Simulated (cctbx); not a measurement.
**ScMn2Ni2Ge: solution and refinement**

Cell a = 5.0430 Å, b = 8.1440 Å, c = 4.0710 Å, α = 90.00°, β = 90.00°, γ = 90.00°; space group Cmmm (no. 65); content Ge2 Ni4 Mn4 Sc2.

The data are simulated with cctbx, not measured: Mo Kα, λ = 0.71073 Å, to d = 0.75 Å, 70 % of the full sphere, strongest reflection 5000 counts, noise from counting, a 1.5 % proportional error and a noise floor of 4 counts (s.d.); no absorption.

Charge flipping in P1 on normalised amplitudes to 0.75 Å, δ = 1.2 σ, 20 % of the reflections treated as weak, 200 cycles:

```text
cycle      R  skewness
    0  0.494     0.30
   16  0.349     2.38
   32  0.363     2.38
   48  0.328     2.34
   64  0.307     2.39
   80  0.349     2.41
   96  0.328     2.36
  112  0.341     2.51
  128  0.323     2.34
  144  0.333     2.42
  160  0.345     2.41
  176  0.336     2.31
  192  0.321     2.39
origin shift          correlation  skewness
 0.333  0.103  0.371      0.934      6.01
 0.372  0.327  0.362      0.931      3.69
 0.331  0.276  0.373      0.880      2.59
 0.333  0.103  0.371      0.934      6.01
taken: symmetry correlation 0.934, skewness 6.01
peak      x       y       z  mult  height/sigma
Q1    0.0000  0.5000  0.0000    2     18.6
Q2    0.2500  0.2500  0.0000    4      7.0
Q3    0.0000  0.3275  0.5000    4      5.0
Q4    0.0000  0.0000  0.5000    2      4.6
Q5    0.0000  0.0000  0.0000    2      3.3
Q6    0.2449  0.0699  0.5000    8      2.0
Q7    0.0000  0.3927  0.1471    8      1.9
Q8    0.0000  0.1571  0.0000    4      1.7
Q9    0.2500  0.2500  0.5000    4      1.3
```

The origin is taken among those within 0.04 of the best correlation, by the skewness of the map.

Run time: 0.32 s on 1 thread of Arm Neoverse V2, with other jobs on the host, peak memory 0.07 GiB.

Q: Assign the peaks.

Heights go roughly as Z and multiplicities must add up to the content. First model: Q1 = Ge1 (2 in the cell, height 18.6), Q2 = Ni1 (4 in the cell, height 7.0), Q3 = Mn1 (4 in the cell, height 5.0) and Q4 = Sc1 (2 in the cell, height 4.6). Against the true structure, Q1 is Ge, Q2 is Ni, Q3 is Mn and Q4 is Sc; the other peaks are not atoms.

Least squares on F², isotropic:

```text
Rint 0.036, 142 unique reflections to 0.76 A
cycle     R1     wR2    GooF  max shift (A)
   1  0.1297  0.2696   8.351   0.04136
   2  0.0144  0.0285   0.881   0.00000
final R1 0.0144 wR2 0.0285 GooF 0.881  parameters 5  data/parameter 28.4
atom        x        y        z      Ueq    occ   su(xyz)  su(Uiso or U11)
Ge1    0.00000  0.50000  0.00000   0.0065  1.000  0.00000  0.0002
Ni1    0.25000  0.25000  0.00000   0.0079  1.000  0.00000  0.0001
Mn1    0.00000  0.33258  0.50000   0.0081  1.000  0.00009  0.0002
Sc1    0.00000  0.00000  0.50000   0.0080  1.000  0.00000  0.0002
difference map: max 0.50 min -0.73 rms 0.16
Q1    0.0932  0.0000  0.2061    8    0.50  1.29 A from Sc1
Q2    0.0000  0.0642  0.3942    8    0.48  0.68 A from Sc1
Q3    0.1260  0.0000  0.0000    4    0.46  1.89 A from Ge1
Q4    0.0000  0.1507  0.0989    8    0.45  1.55 A from Ni1
Q5    0.1832  0.2170  0.3519   16    0.40  1.45 A from Mn1
```

Anisotropic refinement:

```text
Rint 0.036, 142 unique reflections to 0.76 A
cycle     R1     wR2    GooF  max shift (A)
   1  0.0144  0.0285   0.912   0.00003
   2  0.0139  0.0274   0.877   0.00000
final R1 0.0139 wR2 0.0274 GooF 0.877  parameters 14  data/parameter 10.1
atom        x        y        z      Ueq    occ   su(xyz)  su(Uiso or U11)
Ge1    0.00000  0.50000  0.00000   0.0064  1.000  0.00000  0.0003
Ni1    0.25000  0.25000  0.00000   0.0078  1.000  0.00000  0.0003
Mn1    0.00000  0.33258  0.50000   0.0081  1.000  0.00009  0.0003
Sc1    0.00000  0.00000  0.50000   0.0080  1.000  0.00000  0.0006
difference map: max 0.49 min -0.73 rms 0.15
Q1    0.0763  0.0000  0.2027    8    0.50  1.27 A from Sc1
Q2    0.0000  0.0603  0.3992    8    0.49  0.64 A from Sc1
Q3    0.1226  0.0000  0.0000    4    0.46  1.90 A from Ge1
Q4    0.0000  0.3692  0.0000    4    0.45  1.07 A from Ge1
Q5    0.0000  0.1460  0.1070    8    0.44  1.58 A from Ni1
Q6    0.1712  0.2244  0.3646   16    0.40  1.35 A from Mn1
```

**Reading.** The refinement ends at R1 = 0.0139, wR2 = 0.0274, GooF = 0.88, with difference density between -0.73 and 0.49 e/Å³. Every site matches the true model in element, within 0.001 Å r.m.s., up to an allowed shift of origin.

True model:

```
atom  mult.    x       y    z  Ueq (Å²)
 Ge1      2  1/2       0  1/2    0.0067
 Ni1      4  1/4     1/4  1/2    0.0079
 Mn1      4  1/2  0.8326    0    0.0081
 Sc1      2    0       0    0    0.0079
```

This is a model crystal, built by substitution and not relaxed, with assumed displacement parameters.

[Middle refinement cycles are left out of these outputs.]

[Logs are printed without paths, hosts, clocks, repeated set-up lines and the standing remarks that a program may print on its own settings, such as how far it seeks lower states.]
